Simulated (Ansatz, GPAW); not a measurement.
# A 9-layer slab of Na(100): work function by functional and basis, part 3 of 3

How far do functional and basis move the work function of a 9-layer slab of Na(100)?

GPAW 26.7.0 and Ansatz 0.2.0; Ansatz plane waves; slab in vacuum with a dipole correction, relaxation (the session's first sound run).

So far, upper work function (eV): step 2 (relaxation, PBE) 2.66; step 6 (self-consistent run: xc = "LDA") 2.78; step 7 (self-consistent run: xc = "RPBE") 2.60; step 8 (self-consistent run: xc = "revPBE") 2.59; step 9 (real-space grid: mode = "fd", PBE, GPAW) 2.66.

### Step 11. A second plane-wave code

A second program with its own datasets checks the number independently.

This step: Ansatz plane waves; slab in vacuum with a dipole correction (Ansatz 0.2.0).

Contents of input.yaml:

```yaml
crystal:
  lattice:
    - [4.23, 0.0, 0.0]
    - [0.0, 4.23, 0.0]
    - [0.0, 0.0, 32.92]
  atoms:
    - { symbol: Na, position: [0.0, 0.0, 0.2430133657] }
    - { symbol: Na, position: [0.5, 0.5, 0.3072600243] }
    - { symbol: Na, position: [0.0, 0.0, 0.3715066829] }
    - { symbol: Na, position: [0.5, 0.5, 0.4357533414] }
    - { symbol: Na, position: [0.0, 0.0, 0.5] }
    - { symbol: Na, position: [0.5, 0.5, 0.5642466586] }
    - { symbol: Na, position: [0.0, 0.0, 0.6284933171] }
    - { symbol: Na, position: [0.5, 0.5, 0.6927399757] }
    - { symbol: Na, position: [0.0, 0.0, 0.7569866343] }
kpoints:
  mp_grid: { grid: [8, 8, 1] }
hamiltonian:
  xc: pbe
scf:
  occupations: { method: fermi_dirac, width: 0.1 }
efield:
  axis: 3
  dipole_correction: true
  ramp_width: 0.05
output:
  forces: true
  write_potential: true
  write_density: true
  volumetric_format: npy
  elf: true
```

Launch:

```sh
> ansatz run input.yaml --threads 2 --pin off --max-ram 4096MiB --backend cpu --events-out ev --progress --plain --runs-dir out
```

Numbers of over 12 decimals in the logs are rounded to 6 here.

The program printed:

```text
[...]
Crystal: 9 atoms, lattice volume = 589.034 Å³
Basis set: ecut = 420 eV, 11363 PW (Γ), exchange–correlation on 60×60×450 points (8 copies of the dense FFT grid, shifted against one another)
Bands: 50, of which v1, the nominal top of the filled ones, is band 41 counted from 1 (40 counted from 0)
Symmetry: 8 space group operations
k-points: 15 of 64
[...]
SCF iter   1: F=—  HF=-13377.371798 eV  |F-HF|=—  |Δ(HF+E_count)|=         —  Δρ=1.53e-3  dr2=1.13e0  ethr=1.77e-3  p=0.000 e·Å  D=9.96e-14 V/Å  ΔV_dip=-0.00 eV  dr2_dipole=1.58e-8  V_vac-E_F(+/−)=2.78/2.78 eV  ⟨swp⟩=11.1  Hψ=3592  notcnv=0  defer=2
[...]
SCF iter   7: F=-13377.325738 eV  HF=-13377.325738 eV  |F-HF|=6.71e-9  |Δ(HF+E_count)|=   7.64e-9  Δρ=9.94e-7  dr2=1.04e-8  ethr=1.23e-10  p=-0.000 e·Å  D=-3.41e-8 V/Å  ΔV_dip=0.00 eV  dr2_dipole=1.12e-13  V_vac-E_F(+/−)=2.66/2.66 eV  ⟨swp⟩=13.8  Hψ=4820  notcnv=0
SCF 1 converged in 7 iterations: F = -13377.325738 eV  dr2 = 1.04e-8
[...]
SCF converged after 7 iterations
Free energy (F): -13377.325738 eV
[...]
Internal energy: -13377.178568 eV  (E = F + TS)
E sigma→0 (E₀):  -13377.252153 eV
Entropy (-TS):   -0.147170 eV (-16.352 meV/atom)
Fermi energy:    -0.104931 eV
Dipole field:    D = 0.000000 V/Å  (p = 0.000001 e·Å, saw-weighted, corrected)
Work function:   Φ+ = 2.6633 eV   Φ− = 2.6633 eV
[...]
--- Forces (eV/Å), atoms counted from 1 ---
  atom   1  Na     0.00000000     0.00000000     0.01179506
  atom   2  Na     0.00000000     0.00000000    -0.00019624
  atom   3  Na    -0.00000000     0.00000000    -0.01125864
  atom   4  Na     0.00000000     0.00000000     0.00207316
  atom   5  Na    -0.00000000     0.00000000     0.00000001
  atom   6  Na    -0.00000000     0.00000000    -0.00207320
  atom   7  Na     0.00000000     0.00000000     0.01125863
  atom   8  Na     0.00000000     0.00000000     0.00019631
  atom   9  Na    -0.00000000     0.00000000    -0.01179503
  max |Σ_I F_I| component: 6.08e-8 eV/Å
--- Band table (eV; the first three rows and the last of 15) ---
  k-point 0: bands = [... 37 lower, -3.0222, -2.5963, -2.0254, -1.3171, -0.5233, 0.3000, 1.1131, 1.8417, ... 5 higher]
  k-point 1: bands = [... 37 lower, -2.8875, -2.4625, -1.8927, -1.1859, -0.3939, 0.4268, 1.2361, 1.9628, ... 5 higher]
  k-point 2: bands = [... 37 lower, -2.4855, -2.0631, -1.4967, -0.7941, -0.0080, 0.7997, 1.3757, 1.4883, ... 5 higher]
  k-point 14: bands = [... 37 lower, 0.6877, 0.9242, 0.9242, 1.1285, 1.1524, 1.3120, 1.3120, 1.3544, ... 5 higher]
```

Wall time 18 s (2 threads of Intel Xeon at 2.70GHz, shared host); peak memory 0.86 GiB; 34 s of CPU time.

Numbers from this step:

```yaml
upper_work_function: 2.663 eV
lower_work_function: 2.663 eV
dipole_along_the_normal: 7.42e-7 e·Å
dipole_field: 2.28e-7 V/Å
vacuum_level_above: 2.558 eV
vacuum_level_below: 2.558 eV
```

The electrostatic potential energy of an electron (with the applied field's), less the Fermi level, planar mean oscillates, so the rows of the table below give means over windows of 2.05 Å about each position, cut where the curve ends. Its maxima inside the range that stand out by 2 % of the span (Å: eV): 9.1: 0.851, 11.1: 0.813, 13.3: 0.807, 15.4: 0.821, 17.6: 0.821, 19.6: 0.807, 21.8: 0.813, 23.8: 0.851. Its minima: 8.0: -3.55, 10.1: -3.42, 12.3: -3.39, 14.3: -3.48, 16.5: -3.36, 18.6: -3.48, 20.6: -3.39, 22.8: -3.42, 24.9: -3.55.

The electrostatic potential energy of an electron (with the applied field's), less the Fermi level, planar mean by z; means over each step:

| z (Å) | electrostatic potential energy of an electron (with the applied field's), less the Fermi level, planar mean (eV) |
| --- | --- |
| 1.02 | 2.66 |
| 3.07 | 2.66 |
| 5.12 | 2.56 |
| 7.17 | 0.0131 |
| 9.22 | -0.821 |
| 11.28 | -0.816 |
| 13.32 | -0.827 |
| 15.37 | -0.816 |
| 17.42 | -0.818 |
| 19.47 | -0.840 |
| 21.52 | -0.836 |
| 23.57 | -0.839 |
| 25.62 | -0.263 |
| 27.67 | 2.54 |
| 29.72 | 2.66 |
| 31.77 | 2.66 |

The valence density, planar mean oscillates, so the rows of the table below give means over windows of 2.05 Å about each position, cut where the curve ends. Its maxima inside the range that stand out by 2 % of the span (Å: e/Å³): 8.0: 0.642, 10.1: 0.652, 12.3: 0.640, 14.3: 0.653, 16.5: 0.634, 18.6: 0.653, 20.6: 0.640, 22.8: 0.652, 24.9: 0.642. Its minima: 9.1: 0.0354, 11.1: 0.0340, 13.3: 0.0340, 15.4: 0.0343, 17.6: 0.0343, 19.6: 0.0340, 21.8: 0.0340, 23.8: 0.0354.

Table of valence density, planar mean by z; means over each step:

| z (Å) | valence density, planar mean (e/Å³) |
| --- | --- |
| 3.07 | 4.8e-5 |
| 5.12 | 0.00153 |
| 7.17 | 0.179 |
| 9.22 | 0.228 |
| 11.28 | 0.226 |
| 13.32 | 0.225 |
| 15.37 | 0.225 |
| 17.42 | 0.226 |
| 19.47 | 0.228 |
| 21.52 | 0.230 |
| 23.57 | 0.233 |
| 25.62 | 0.203 |
| 27.67 | 0.00184 |
| 29.72 | 6.0e-5 |

Electrostatic potential energy in the ca plane at fractional y = 0.000, with atoms of Na within 0.2 Å of it. With pseudopotentials it is smooth inside the atoms' cores, unlike the true potential.

Ten even steps from '0' (-48 eV) to '9' (3 eV), each cell a mean:
```
99999720168999998610279999998400489999999999
99999875689999999865789999999866789999999999
99999998999999999998999999999988999999999999
99999999999999999999999999999999999999999999
99999999999999999999999999999999999999999999
99999999999999999999999999999999999999999999
99999999999999999999999999999999999999999999
99999999999999999999999999999999999999999999
99999988889999999988899999999888899999999999
99999852379999999732489999998622689999999999
99999710058999998500079999998300289999999999
```
Columns run along c (16.0 Å, from fractional 0.42 to 0.91 of the cell; values clipped at the 3rd and 97th percentile), rows up along a (4.2 Å). Atoms in or near the plane, at fractional coordinates: Na at (0.50, 0.00), Na at (0.63, 0.00), Na at (0.76, 0.00).

Valence density in the ca plane at fractional y = 0.000, with atoms of Na within 0.2 Å of it. It is the smooth field of the valence electrons, not physical close to the nuclei.

Ten steps, logarithmic in the rise over the least value, from '0' (0 e/Å³) to '9' (17 e/Å³), each cell a mean:
```
00000279840000000489720000001588510000000000
00000024310000000134310000000244200000000000
00000000000000000000000000000000000000000000
00000000000000000000000000000000000000000000
00000000000000000000000000000000000000000000
00000000000000000000000000000000000000000000
00000000000000000000000000000000000000000000
00000000000000000000000000000000000000000000
00000011100000000011100000000111100000000000
00000157620000000267510000001477400000000000
00000289951000000499830000001699610000000000
```
Columns run along c (16.0 Å, from fractional 0.42 to 0.91 of the cell), rows up along a (4.2 Å). Atoms in or near the plane, at fractional coordinates: Na at (0.50, 0.00), Na at (0.63, 0.00), Na at (0.76, 0.00).

ELF in the ca plane at fractional y = 0.000, with atoms of Na within 0.2 Å of it. It is the smooth field of the valence electrons, not physical close to the nuclei.

Ten even steps from '0' (0.00) to '9' (0.67), each cell a mean:
```
47730486760157610686840267502877820133210000
57740057620267630267510477620377400233210000
77763000001578752000003677851000001343100000
77876421236787776321246777886321235543100000
77788776677877777766777777899988887642100000
77788877778877778777777777899999987642100000
77787654467777777644567777888755566642100000
77875200013778764100014777873100013443100000
67751013200477740023101577730133100243210000
57730288850167620488820367611688710133210000
47620584671157510764750267502854830133210000
```
Columns run along c (16.0 Å, from fractional 0.42 to 0.91 of the cell), rows up along a (4.2 Å). Atoms in or near the plane, at fractional coordinates: Na at (0.50, 0.00), Na at (0.63, 0.00), Na at (0.76, 0.00).

The upper face's work function is 2.663 eV, against 2.663 eV in the first plane-wave PBE run at this geometry.

### Step 12. Side by side

Results and costs are gathered.

This step: comparison of work functions, dipole and cost (GPAW 26.7.0).

Ladder, by row:

| step | code | work function, upper (eV) | work function, lower (eV) | dipole (e Å) | wall time (s) | peak memory (GiB) | threads |
| --- | --- | --- | --- | --- | --- | --- | --- |
| pw | GPAW | 2.663 | 2.663 | -2.96e-4 | 129.8 | 0.4 | 1 |
| vdW-DF2 | GPAW | 2.915 | 2.915 | -2.94e-4 | 192.6 | 0.71 | 1 |
| optPBE-vdW | GPAW | 2.793 | 2.793 | -2.94e-4 | 179.8 | 0.71 | 1 |
| LDA | GPAW | 2.776 | 2.776 | -3.04e-4 | 122.6 | 0.41 | 1 |
| RPBE | GPAW | 2.596 | 2.596 | -2.93e-4 | 119.7 | 0.41 | 1 |
| revPBE | GPAW | 2.586 | 2.586 | -2.94e-4 | 133.6 | 0.4 | 1 |
| fd | GPAW | 2.662 | 2.662 | 1.06e-11 | 857 | 2.01 | 1 |
| ansatz | Ansatz | 2.663 | 2.663 | 7.42e-7 | 17.96 | 0.856 | 2 |

### Step 13. A changed run

One more run, with changed settings.

This step: GPAW, PAW setups; slab in vacuum (GPAW 26.7.0).

Contents of run.py:

```python
import json
import numpy as np
from ase import Atoms
from gpaw import GPAW, PW

slab = Atoms(
    ['Na', 'Na', 'Na', 'Na', 'Na', 'Na', 'Na', 'Na', 'Na'],
    positions=[
        [0.00000, 0.00000, 8.00000],
        [2.11500, 2.11500, 10.11500],
        [0.00000, 0.00000, 12.23000],
        [2.11500, 2.11500, 14.34500],
        [0.00000, 0.00000, 16.46000],
        [2.11500, 2.11500, 18.57500],
        [0.00000, 0.00000, 20.69000],
        [2.11500, 2.11500, 22.80500],
        [0.00000, 0.00000, 24.92000]],
    cell=[[4.23, 0.0, 0.0], [0.0, 4.23, 0.0], [0.0, 0.0, 32.92]],
    pbc=[True, True, False])

slab.calc = GPAW(mode=PW(400), xc='PBE', kpts={'size': (8, 8, 1), 'gamma': True},
                 occupations={'name': 'fermi-dirac', 'width': 0.1}, nbands='140%',
                 convergence={'density': 1e-05}, maxiter=75,
                 poissonsolver={'dipolelayer': 'xy'},
                 symmetry={'tolerance': 1e-3}, txt='slab.txt')
result = {}
energy = slab.get_potential_energy()
fermi = slab.calc.get_fermi_level()
v = slab.calc.get_electrostatic_potential().mean((0, 1)) - fermi
n = slab.calc.get_pseudo_density().mean((0, 1))
L = slab.cell[2, 2]
z = np.arange(len(v)) * L / len(v)
low, high = slab.positions[:, 2].min(), slab.positions[:, 2].max()
below, above = np.interp([low - 1.0, high + 1.0], z, v)
slopes = [np.interp(x, z, np.gradient(v, z)) for x in (low - 1.0, high + 1.0)]
eps = np.array([[slab.calc.get_eigenvalues(k, s) for k in range(len(slab.calc.get_ibz_k_points()))]
                for s in range(slab.calc.get_number_of_spins())]) - fermi
top, bottom = eps[eps < 0].max(), eps[eps > 0].min()
dipole = slab.get_dipole_moment()[2]
print(f'energy {energy:.4f} eV, Fermi level {fermi:.4f} eV, dipole {dipole:.5f} e A')
print(f'potential 1.0 A off the faces, from the Fermi level: lower {below:.4f} eV, upper {above:.4f} eV')
print(f'slope of the potential there: lower {slopes[0]:.5f}, upper {slopes[1]:.5f} eV/A')
print(f'nearest levels on the mesh: {top:.4f} and {bottom:.4f} eV')
print('magnetic moment', round(slab.get_magnetic_moment(), 3))
result.update(energy=energy, fermi=fermi, dipole=dipole, below=below, above=above, slopes=slopes, edges=[top, bottom],
              z=z.tolist(), v=v.tolist(), n=n.tolist(), positions=slab.positions.tolist(),
              forces=slab.get_forces(apply_constraint=False).tolist(), moments=slab.get_magnetic_moments().tolist())
json.dump(result, open('result.json', 'w'))
```

Launch:

```sh
> OMP_NUM_THREADS=1 OPENBLAS_NUM_THREADS=1 python run.py
```

The program printed:

```text
energy -11.4087 eV, Fermi level -0.9350 eV, dipole -0.00030 e A
potential 1.0 A off the faces, from the Fermi level: lower 1.3147 eV, upper 1.3147 eV
slope of the potential there: lower -2.03836, upper 2.03836 eV/A
nearest levels on the mesh: -0.0462 and 0.0821 eV
magnetic moment 0.0
```

The job ended after 1.8 min (1 thread; peak memory 0.41 GiB).

The run finished. A setting was moved off its sound value on purpose, so it serves as a test and not as the result.

The fault put into the input: the potential probed 1 A off the face (probe = 1.0).

### Step 14. Summary of results

```json
{"work function, both faces": "2.66 eV", "dipole along the normal": "-3.0e-4 e Å, near the numerical noise"}
```

**Reading.** With plane waves and PBE the work function is 2.66 eV on the upper face and 2.66 eV on the lower. The measured value for polycrystalline Na, which weights the faces of low work function, is 2.75 eV (as compiled in "Anisotropic work function of elemental crystals", 2019, arxiv:1902.07811); the relaxed upper face lies 0.087 eV under it with PBE, and LDA comes nearest (2.78 eV). Measured work functions scatter by a tenth of an eV or more between methods. Over the sound runs of the table the upper face's work function spans 2.586 (revPBE) to 2.915 eV (vdW-DF2). The two plane-wave codes differ by 4.1e-4 eV on the upper face. The small printed dipole stands for a step of 3.0 meV from the lower to the upper face, and the probes find 6.1e-10 meV; values this small are near the numerical noise of both. The in-plane lattice was kept as typed, which isn't the functional's own and leaves some strain; spin-orbit coupling and temperature are left out.

[Logs are printed without paths, hosts, clocks, repeated set-up lines and the standing remarks that a program may print on its own settings, such as how far it seeks lower states.]

[Hosts, paths, dates, database ids (printed as entryN), source tags and the programs' standing remarks are cut or masked in the printed files.]
